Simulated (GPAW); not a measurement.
# Dielectric function and optical constants of KI, part 2 of 2

Wanted: where KI starts to absorb, how strongly, and its refractive index.

GPAW 26.7.0; DFT, PBE, plane-wave PAW (GPAW data sets), scalar-relativistic, RPA, optical limit.

So far. Step 2 (Ground state): There is a gap, 3.98 eV on this mesh (points off the mesh can give less), so no carriers' term is needed.

### 4. Dielectric function, RPA (continued)

Some rows of df_x.csv (energy; Re and Im without local fields; Re and Im with them):

```text
0.000000, 3.208350, 0.000000, 2.604004, 0.000000
0.555532, 3.221709, 0.004853, 2.612819, 0.003202
1.143969, 3.266520, 0.010541, 2.642380, 0.006953
1.768324, 3.354588, 0.018065, 2.700471, 0.011917
2.431988, 3.509793, 0.029682, 2.802951, 0.019628
3.138794, 3.789263, 0.052631, 2.988715, 0.035261
3.893091, 4.415380, 0.190596, 3.421519, 0.145785
4.699832, 5.259689, 0.718264, 3.857365, 0.531155
5.564682, 6.809211, 4.300956, 4.768231, 2.328807
6.494155, 1.668461, 4.433460, 1.495236, 3.246702
7.495775, 1.862979, 4.560706, 1.767925, 2.106603
8.578281, -0.830392, 3.130094, 1.221668, 2.475258
9.751884, -0.882583, 0.977818, -0.346832, 2.579461
11.028587, 0.095555, 1.018284, 0.151440, 1.035519
12.422601, 1.009571, 1.287559, 0.925954, 0.412725
13.950874, 0.166274, 0.608761, 0.873732, 0.959272
15.633783, 0.701666, 0.386756, 0.743125, 0.533981
17.496047, 1.161693, 0.477620, 0.793549, 0.502441
19.567954, 1.095569, 0.953016, 0.735331, 0.509438
```

The Im ε, E ∥ x has structure finer than the step of the table below, so its rows give means over 0.5 eV, whole bins alone (the curve runs from 0 to 21.9 eV). Peaks (eV: height): 5.03: 1.33, 6.33: 3.91, 8.03: 2.94, 9.55: 2.99, 14.49: 1.23.

Values under the direct gap are tails of Lorentzian lines. Im ε, E ∥ x against photon energy; means over each step:

| photon energy (eV) | Im ε, E ∥ x |
| --- | --- |
| 0.5 | 0.00288 |
| 1.0 | 0.00600 |
| 1.5 | 0.00965 |
| 2.0 | 0.0143 |
| 2.5 | 0.0208 |
| 3.0 | 0.0314 |
| 3.5 | 0.0559 |
| 4.0 | 0.200 |
| 4.5 | 0.582 |
| 5.0 | 0.979 |
| 5.5 | 1.79 |
| 6.0 | 3.20 |
| 6.5 | 3.32 |
| 7.0 | 2.08 |
| 7.5 | 2.16 |
| 8.0 | 2.65 |
| 8.5 | 2.31 |
| 9.0 | 2.58 |
| 9.5 | 2.82 |
| 10.0 | 1.70 |
| 10.5 | 0.809 |
| 11.0 | 1.01 |
| 11.5 | 0.559 |
| 12.0 | 0.310 |
| 12.5 | 0.443 |
| 13.0 | 0.605 |
| 13.5 | 0.963 |
| 14.0 | 0.961 |
| 14.5 | 0.970 |
| 15.0 | 0.573 |
| 15.5 | 0.554 |
| 16.0 | 0.563 |
| 16.5 | 0.556 |
| 17.0 | 0.595 |
| 17.5 | 0.520 |
| 18.0 | 0.505 |
| 18.5 | 0.479 |
| 19.0 | 0.582 |
| 19.5 | 0.549 |
| 20.0 | 0.497 |
| 20.5 | 0.553 |
| 21.0 | 0.455 |
| 21.5 | 0.308 |

Re ε, E ∥ x against photon energy:

| photon energy (eV) | Re ε, E ∥ x |
| --- | --- |
| 0 | 2.60 |
| 1 | 2.63 |
| 2 | 2.73 |
| 3 | 2.94 |
| 4 | 3.47 |
| 5 | 4.03 |
| 6 | 3.73 |
| 7 | 1.48 |
| 8 | 1.49 |
| 9 | 1.26 |
| 10 | -0.688 |
| 11 | 0.179 |
| 12 | 0.633 |
| 13 | 1.17 |
| 14 | 0.871 |
| 15 | 0.560 |
| 16 | 0.803 |
| 17 | 0.789 |
| 18 | 0.750 |
| 19 | 0.936 |
| 20 | 0.809 |
| 21 | 0.637 |

The reflectivity at normal incidence, E ∥ x has structure finer than the step of the table below, so its rows give means over 1 eV, whole bins alone (the curve runs from 0 to 21.9 eV). Peaks (eV: height): 6.4: 20.0, 8.0: 16.6, 10.0: 31.8, 11.3: 15.5, 14.6: 10.4.

Table of reflectivity at normal incidence, E ∥ x by photon energy; means over each step:

| photon energy (eV) | reflectivity at normal incidence, E ∥ x (%) |
| --- | --- |
| 1 | 5.65 |
| 2 | 6.07 |
| 3 | 6.99 |
| 4 | 9.19 |
| 5 | 11.8 |
| 6 | 17.7 |
| 7 | 12.5 |
| 8 | 13.3 |
| 9 | 15.6 |
| 10 | 26.5 |
| 11 | 12.2 |
| 12 | 3.80 |
| 13 | 2.20 |
| 14 | 5.42 |
| 15 | 5.04 |
| 16 | 2.45 |
| 17 | 2.50 |
| 18 | 2.01 |
| 19 | 2.35 |
| 20 | 2.19 |
| 21 | 2.65 |

The Im ε, E ∥ x has structure finer than the step of the table below, so its rows give means over 0.5 eV, whole bins alone (the curve runs from 0 to 21.9 eV). Peaks (eV: height): without local fields 6.18: 6.18, 7.73: 6.03, 13.00: 1.56, 20.57: 1.56; with local fields 5.03: 1.33, 6.33: 3.91, 8.03: 2.94, 9.55: 2.99, 14.49: 1.23.

Values under the direct gap are tails of Lorentzian lines. The Im ε, E ∥ x by photon energy; means over each step:

| photon energy (eV) | without local fields | with local fields |
| --- | --- | --- |
| 0.5 | 0.00437 | 0.00288 |
| 1.0 | 0.00910 | 0.00600 |
| 1.5 | 0.0146 | 0.00965 |
| 2.0 | 0.0216 | 0.0143 |
| 2.5 | 0.0315 | 0.0208 |
| 3.0 | 0.0471 | 0.0314 |
| 3.5 | 0.0808 | 0.0559 |
| 4.0 | 0.259 | 0.200 |
| 4.5 | 0.738 | 0.582 |
| 5.0 | 1.36 | 0.979 |
| 5.5 | 3.21 | 1.79 |
| 6.0 | 5.58 | 3.20 |
| 6.5 | 4.77 | 3.32 |
| 7.0 | 3.71 | 2.08 |
| 7.5 | 5.00 | 2.16 |
| 8.0 | 4.44 | 2.65 |
| 8.5 | 3.45 | 2.31 |
| 9.0 | 2.85 | 2.58 |
| 9.5 | 1.47 | 2.82 |
| 10.0 | 0.717 | 1.70 |
| 10.5 | 0.809 | 0.809 |
| 11.0 | 1.06 | 1.01 |
| 11.5 | 0.611 | 0.559 |
| 12.0 | 0.633 | 0.310 |
| 12.5 | 1.31 | 0.443 |
| 13.0 | 1.44 | 0.605 |
| 13.5 | 0.935 | 0.963 |
| 14.0 | 0.586 | 0.961 |
| 14.5 | 0.363 | 0.970 |
| 15.0 | 0.322 | 0.573 |
| 15.5 | 0.386 | 0.554 |
| 16.0 | 0.347 | 0.563 |
| 16.5 | 0.302 | 0.556 |
| 17.0 | 0.324 | 0.595 |
| 17.5 | 0.477 | 0.520 |
| 18.0 | 0.563 | 0.505 |
| 18.5 | 0.644 | 0.479 |
| 19.0 | 0.766 | 0.582 |
| 19.5 | 0.879 | 0.549 |
| 20.0 | 1.05 | 0.497 |
| 20.5 | 1.45 | 0.553 |
| 21.0 | 0.990 | 0.455 |
| 21.5 | 0.743 | 0.308 |

Table of refractive index n and extinction k by photon energy:

| photon energy (eV) | n | k |
| --- | --- | --- |
| 0 | 1.61 | 0 |
| 1 | 1.62 | 0.00184 |
| 2 | 1.65 | 0.00430 |
| 3 | 1.72 | 0.00904 |
| 4 | 1.86 | 0.0545 |
| 5 | 2.03 | 0.302 |
| 6 | 2.10 | 0.811 |
| 7 | 1.39 | 0.673 |
| 8 | 1.54 | 0.949 |
| 9 | 1.42 | 0.876 |
| 10 | 0.713 | 1.09 |
| 11 | 0.793 | 0.671 |
| 12 | 0.815 | 0.177 |
| 13 | 1.11 | 0.255 |
| 14 | 1.04 | 0.458 |
| 15 | 0.820 | 0.335 |
| 16 | 0.943 | 0.293 |
| 17 | 0.949 | 0.333 |
| 18 | 0.910 | 0.280 |
| 19 | 1.01 | 0.280 |
| 20 | 0.939 | 0.269 |
| 21 | 0.844 | 0.273 |

At chosen wavelengths:

| wavelength (nm) | n | k | R (%) | 1/α |
| --- | --- | --- | --- | --- |
| 1550 | 1.62 | 0.001 | 5.6 | 85 µm |
| 1064 | 1.63 | 0.002 | 5.7 | 39 µm |
| 532 | 1.67 | 0.005 | 6.3 | 7.8 µm |
| 450 | 1.70 | 0.007 | 6.7 | 4.8 µm |
| 405 | 1.72 | 0.010 | 7.0 | 3.4 µm |
| 308 | 1.87 | 0.055 | 9.2 | 448 nm |
| 248 | 2.03 | 0.301 | 12.4 | 65 nm |

Below the direct gap, k and the depth come from the tails of the Lorentzian lines, not from transitions.

Rows near the edge hang on the gap, which this functional as a rule makes too small, and phonon-assisted absorption is left out.

### 5. Outcome

```json
{"electronic dielectric constant ε∞, mean over x, y and z (by symmetry where fewer were run) (RPA)": "2.60", "main peak of Im epsilon, first axis": "6.34 eV", "centre of weight of the strongest loss peak in the window, first axis": "11.2 eV"}
```

In words: At this level (PBE, RPA) KI has ε∞ = 2.60 and n = 1.62 at 1550 nm, and Im ε peaks at 6.3 eV. On the mesh the gap is 3.98 eV and the least direct gap 3.98 eV. Local fields change the static value along x from 3.21 to 2.60 (-19 %). Distinct maxima of Im ε, read by a parabola through the highest points, lie at 6.34 eV (3.9), 8.00 eV (3.0), 9.26 eV (2.9) and 9.52 eV (3.0). Excitons and phonon-assisted transitions are missing; PBE gaps are as a rule too small, which pulls the onset down and ε∞ up. Spin-orbit coupling is left out although heavy atoms are present. The sum runs over mesh points, so small or evenly spaced maxima can still be ripples of the mesh.

[Machine, clock and banner lines and Python warnings are left out of the logs.]

[Logs are printed without paths, hosts, clocks, repeated set-up lines and the standing remarks that a program may print on its own settings, such as how far it seeks lower states.]

[Hosts, paths, dates, database ids (printed as entryN), source tags and the programs' standing remarks are cut or masked in the printed files.]
